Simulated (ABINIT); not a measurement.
# Beyond one shot: Ba2CaMoO6 (Fm-3m), part 3 of 3

Wanted: G0W0 and self-consistent gaps of Ba2CaMoO6 (Fm-3m), with the cost of the cycles.

ABINIT 10.8.3; LDA and many-body steps on it, plane waves. Known limits of the many-body steps: not at the basis limit; no spin-orbit coupling; coarse k mesh.

So far. Step 10 (evGW, cycle 1): Against G0W0 in ABINIT (2×2×2 mesh, 219 bands, screening to 130.6 eV, Godby-Needs plasmon pole), the gap moves by +0.565 eV. Step 13 (evGW, cycle 2): Against the cycle before, the gap moves by +0.036 eV.

### 15. Screening, 2×2×2 mesh, 219 bands, screening to 130.6 eV

This step: RPA screening on LDA from quasiparticle energies, plane waves, norm-conserving pseudopotentials.

run.abi

```
acell 3*1.0 Angstrom
rprim 
  -0.000000000000 4.190056500000 4.190056500000
  4.190056500000 -0.000000000000 4.190056500000
  4.190056500000 4.190056500000 -0.000000000000
ntypat 4
znucl 56 20 42 8
natom 10
typat 1 1 2 3 4 4 4 4 4 4
xred 
  0.250000000000 0.250000000000 0.250000000000
  0.750000000000 0.750000000000 0.750000000000
  0.000000000000 0.000000000000 0.000000000000
  0.500000000000 0.500000000000 0.500000000000
  0.728140000000 0.271860000000 0.271860000000
  0.271860000000 0.728140000000 0.271860000000
  0.271860000000 0.728140000000 0.728140000000
  0.728140000000 0.271860000000 0.728140000000
  0.271860000000 0.271860000000 0.728140000000
  0.728140000000 0.728140000000 0.271860000000
pp_dirpath "pseudos"
pseudos "Ba.upf, Ca.upf, Mo.upf, O.upf"
ecut 36
ngkpt 2 2 2
nshiftk 1
shiftk 0 0 0
kptopt 1
chksymbreak 0
istwfk *1
occopt 1
irdwfk 1
optdriver 3
nband 219
ecuteps 4.8
inclvkb 2
awtr 1
symchi 1
irdqps 1
gwcalctyp 10
nqptdm 2
qptdm 
  0.5000000000 0.0000000000 0.0000000000
  0.5000000000 0.5000000000 0.0000000000
indata_prefix "in"
outdata_prefix "out"
tmpdata_prefix "tmp"
```

mrgscr.stdin

```
2
merged
q0_SCR
out_SCR
1
```

Run with:

```console
OMP_NUM_THREADS=1 mpirun -n 8 abinit run.abi > log; mrgscr < mrgscr.stdin
```

Numbers of over 12 decimals in the logs are rounded to 6 here.

Log:

```text
.Version 10.8.3 of ABINIT. v10.8.2 released Aug 2026.

 Symmetries : space group Fm -3 m (#225); Bravais cF (face-center cubic)
[... echo of the input left out ...]
== DATASET  1 ==================================================================
-   mpi_nproc: 8, omp_nthreads: 1 (-1 if OMP is not activated)

--- !DatasetInfo
iteration_state: {dtset: 1, }
dimensions: {natom: 10, nkpt: 3, mband: 219, nsppol: 1, nspinor: 1, nspden: 1, mpw: 10272, }
cutoff_energies: {ecut:  36.0, pawecutdg:  -1.0, }
[...]
q-point number  2        q = ( 0.500000, 0.500000, 0.000000) [r.l.u.]
--------------------------------------------------------------------------------
[... chi0 elements left out ...]
  Average fulfillment of the sum rule on Im[epsilon] for q-point    3 :     71.48  [%]

== END DATASET(S) ==============================================================
================================================================================

 -outvars: echo values of variables after computation  --------
           etotal      0.0000000000E+00
            nband         219
             nkpt           3
          spgroup         225
 [... the other variables as echoed above ...]

 Calculation completed.
```

Run time: 23 s. Hardware: 8 MPI ranks of Arm Neoverse V1, shared host; peak memory 3.3 GiB.

Numbers from this step:

```yaml
plasma_frequency: 27.38 eV
plane_waves_in_the_screening_matrix: 531
```

This screening reads the quasiparticle levels of the cycle before.

### 16. evGW, cycle 3

This step: evGW on LDA, plane waves, norm-conserving pseudopotentials.

Changes to run.abi since step 15:

```diff
@@ -31,14 +31,20 @@
 irdwfk 1
-optdriver 3
+optdriver 4
 nband 219
-ecuteps 4.8
-inclvkb 2
-awtr 1
-symchi 1
-irdqps 1
 gwcalctyp 10
-nqptdm 2
-qptdm 
+ecutsigx 36
+symsigma 1
+nkptgw 3
+kptgw 
+  0.0000000000 0.0000000000 0.0000000000
   0.5000000000 0.0000000000 0.0000000000
   0.5000000000 0.5000000000 0.0000000000
+bdgw 
+  23 52
+  23 52
+  23 52
+ecuteps 4.8
+irdscr 1
+ppmodel 1
+irdqps 1
 indata_prefix "in"
```

Run with:

```console
OMP_NUM_THREADS=1 mpirun -n 8 abinit run.abi > log
```

Log:

```text
.Version 10.8.3 of ABINIT. v10.8.2 released Aug 2026.

 Symmetries : space group Fm -3 m (#225); Bravais cF (face-center cubic)
[... echo of the input left out ...]
== DATASET  1 ==================================================================
-   mpi_nproc: 8, omp_nthreads: 1 (-1 if OMP is not activated)

--- !DatasetInfo
iteration_state: {dtset: 1, }
dimensions: {natom: 10, nkpt: 3, mband: 219, nsppol: 1, nspinor: 1, nspden: 1, mpw: 10272, }
cutoff_energies: {ecut:  36.0, pawecutdg:  -1.0, }
[...]
Convergence of QP corrections
 >>>>> For spin  1 <<<<<
.  kptgw no:  1; Maximum DeltaE = (   0.000   0.000) for band index:  3
.  kptgw no:  2; Maximum DeltaE = (   0.001   0.000) for band index: 15
.  kptgw no:  3; Maximum DeltaE = (  -0.001  -0.001) for band index:  2

== END DATASET(S) ==============================================================
================================================================================

 -outvars: echo values of variables after computation  --------
           etotal      0.0000000000E+00
            nband         219
             nkpt           3
          spgroup         225
 [... the other variables as echoed above ...]

 Calculation completed.
```

Wall time 2.4 min (8 MPI ranks); peak memory 6.2 GiB; 19 min of CPU time.

Numbers from this step:

| Item | Value |
| --- | --- |
| quasiparticle gap on the points computed | 4.308 eV |
| gap of the density functional on the mesh | 2.125 eV |
| k of the valence top | 0, 0, 0 |
| k of the conduction bottom | 0.5, 0.5, 0 |
| least direct quasiparticle gap on the computed points | 4.378 eV |

Against the cycle before, the gap moves by +0.001 eV.

### 17. Side by side

Times are wall times on 8 MPI ranks of Arm Neoverse V1, shared host, good to a factor of about two. A run's time includes the screening step that it read.

```
           run   mesh  bands  screening cutoff (eV)  DFT gap (eV)  gap on the mesh (eV)  direct (eV)  ε∞ used     time
          G0W0  2×2×2    219                  130.6         2.125                 3.706        3.778     5.28     87 s
evGW0, cycle 1  2×2×2    219                  130.6         2.125                 4.062        4.136     5.28  3.4 min
evGW0, cycle 2  2×2×2    219                  130.6         2.125                 3.914        3.986     5.28  3.4 min
evGW0, cycle 3  2×2×2    219                  130.6         2.125                 3.921        3.993     5.28  3.4 min
 evGW, cycle 1  2×2×2    219                  130.6         2.125                 4.271        4.341     4.38  3.5 min
 evGW, cycle 2  2×2×2    219                  130.6         2.125                 4.307        4.378     4.27  3.5 min
 evGW, cycle 3  2×2×2    219                  130.6         2.125                 4.308        4.378     4.25  3.5 min
```

### 18. What came out

| Property | Result |
| --- | --- |
| G0W0 | 3.706 eV |
| evGW0, cycle 1 | 4.062 eV |
| evGW0, cycle 2 | 3.914 eV |
| evGW0, cycle 3 | 3.921 eV |
| evGW, cycle 1 | 4.271 eV |
| evGW, cycle 2 | 4.307 eV |
| evGW, cycle 3 | 4.308 eV |
| known limits | not at the basis limit; no spin-orbit coupling; coarse k mesh |

What this shows: Only the bands that the input lists are updated; the others, empty or deep, keep the functional's energies or take a rigid shift. The evGW loop starts from the last levels of evGW0, so its cycles and time come on top of those. evGW0 ends at 3.92 eV, +0.21 eV from G0W0, after 3 cycles that took 7.1 min beside the first screening; the last moved the gap by 0.007 eV. evGW ends at 4.31 eV, +0.60 eV from G0W0, after 3 cycles that took 11 min beside the first screening; the last moved the gap by 0.001 eV. The first cycle of evGW0 takes the full correction, without the factor Z, so it overshoots the one-shot value. Bands and cutoff are finite, so the gap is not at the basis limit. The miss can reach some tenths of an eV and take either sign; the mesh is an error of its own. In the first G0W0 run levels were corrected at 2 k points alone, so a gap called «on the mesh» is the least over those, and an edge elsewhere would be missed. The 2×2×2 mesh is coarse for this cell, which bears on the long-range parts of exchange and screening. In the updated screening the q = 0 part is built from Kohn-Sham bands under a rigid shift, the other q from the quasiparticle levels. The many-body steps are scalar-relativistic: spin-orbit coupling is not in them.

[Paths, hosts, dates, memory and timing lines, banners, echoed tables and standing remarks are left out of the program output.]

[Logs are printed without paths, hosts, clocks, repeated set-up lines and the standing remarks that a program may print on its own settings, such as how far it seeks lower states.]

[Runs of the session that timed out or met a known fault of the program may be left out.]

[No measured gap is set beside runs whose start may be inverted or whose files or cutoffs have a known fault.]

[Loops that did not settle are left out.]

[Hosts, paths, dates, database ids (printed as entryN), source tags and the programs' standing remarks are cut or masked in the printed files.]

[G0W0 gaps are taken among the corrected bands and points alone; a level outside them can change the order at an edge.]

[Where Ansatz stands beside ABINIT at settings called matched, ABINIT's density can come from a denser mesh and the files from another edition; pairs whose starting gaps differed by over 0.03 eV were left out, so agreement reads better than it is.]
